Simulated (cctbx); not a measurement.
# Reading a Patterson map

Space group Pbcm (no. 57), a = 13.1130 Å, b = 6.0430 Å, c = 5.8440 Å, α = 90.00°, β = 90.00°, γ = 90.00°, content Sn12 Pd4 Co4 Ti4.

Simulated single-crystal data (cctbx): Mo Kα, λ = 0.71073 Å, to d = 0.84 Å, 70 % of the full sphere, strongest reflection 40000 counts, noise from counting, a 4 % proportional error and a noise floor of 15 counts (s.d.); no absorption.

Patterson synthesis, origin scaled to 1000:

```text
Patterson group P m m m
      u       v       w   height  length (A)
  0.000   0.000   0.000   1000.0     0.00
  0.000   0.500   0.500    596.2     4.20
  0.415   0.500   0.000    361.3     6.23
  0.412   0.000   0.500    309.6     6.15
  0.000   0.000   0.500    283.0     2.92
  0.302   0.251   0.249    281.7     4.49
  0.115   0.255   0.250    241.7     2.61
  0.000   0.500   0.000    215.4     3.02
  0.108   0.500   0.000    210.7     3.34
  0.188   0.000   0.000    189.3     2.47
  0.187   0.500   0.500    183.4     4.86
  0.500   0.000   0.000    162.3     6.56
  0.242   0.407   0.500    130.5     4.97
  0.098   0.000   0.500    128.8     3.19
```

**Question.** Which atom pairs make the peaks, and where is the heaviest atom?

A peak at u stands for all pairs with xi − xj = u, with weight Σ ZiZj against Σ Z² = 43316 at the origin. Peak heights follow these weights only roughly, since form factors, motion and series ripples differ, all vectors within 0.55 Å of a peak are counted as merged into it though the farther ones add only part of their weight, and F(000) is left out, which lowers the whole map:

| u | v | w | shortest length (Å) | height | 1000 ΣZiZj/ΣZ² | pairs in the cell |
| --- | --- | --- | --- | --- | --- | --- |
| 0.000 | 0.500 | 0.500 | 4.20 | 596 | 702 | 8 × Sn–Sn, 4 × Pd–Pd, 4 × Ti–Ti |
| 0.415 | 0.500 | 0.000 | 6.22 | 361 | 475 | 4 × Sn–Pd, 4 × Sn–Co, 2 × Sn–Sn, 2 × Ti–Ti |
| 0.412 | 0.000 | 0.500 | 6.14 | 310 | 475 | 4 × Sn–Pd, 4 × Sn–Co, 2 × Sn–Sn, 2 × Ti–Ti |
| 0.000 | 0.000 | 0.500 | 2.92 | 283 | 298 | 4 × Sn–Sn, 4 × Co–Co |
| 0.302 | 0.251 | 0.249 | 4.48 | 282 | 351 | 4 × Sn–Sn, 2 × Sn–Co, 2 × Pd–Co |
| 0.115 | 0.255 | 0.250 | 2.60 | 242 | 275 | 4 × Sn–Pd, 2 × Sn–Co |
| 0.000 | 0.500 | 0.000 | 3.02 | 215 | 231 | 4 × Sn–Sn |
| 0.108 | 0.500 | 0.000 | 3.34 | 211 | 310 | 2 × Sn–Sn, 4 × Sn–Ti, 4 × Pd–Ti |
| 0.188 | 0.000 | 0.000 | 2.47 | 189 | 212 | 4 × Sn–Pd |
| 0.187 | 0.500 | 0.500 | 4.87 | 183 | 246 | 4 × Sn–Pd, 2 × Co–Co |

The table stops at ten peaks or at a height of 45, below which ripples compete. In the model behind the data Sn, the heaviest element, has 3 independent sites: (0.0036, 3/4, 0), (0.4380, 0.1159, 3/4) and (0.6907, 0.9808, 3/4), up to an allowed shift of origin; the Sn–Sn vectors are differences of these positions and their symmetry mates. Elements of similar Z can't be told apart from the map alone. The whole model:

```csv
atom,mult.,x,y,z,Ueq (Å²)
Sn1,4,0.0036,3/4,0,0.0029
Sn2,4,0.4380,0.1159,3/4,0.0034
Sn3,4,0.6907,0.9808,3/4,0.0028
Pd1,4,0.8843,0.9878,3/4,0.0036
Co1,4,0.4096,3/4,0,0.0040
Ti1,4,0.8013,0.4866,3/4,0.0046
```

The model is made up (kin elements in a known structure type, no relaxation), so it says nothing on whether the phase exists.

[Logs are printed without paths, hosts, clocks, repeated set-up lines and the standing remarks that a program may print on its own settings, such as how far it seeks lower states.]
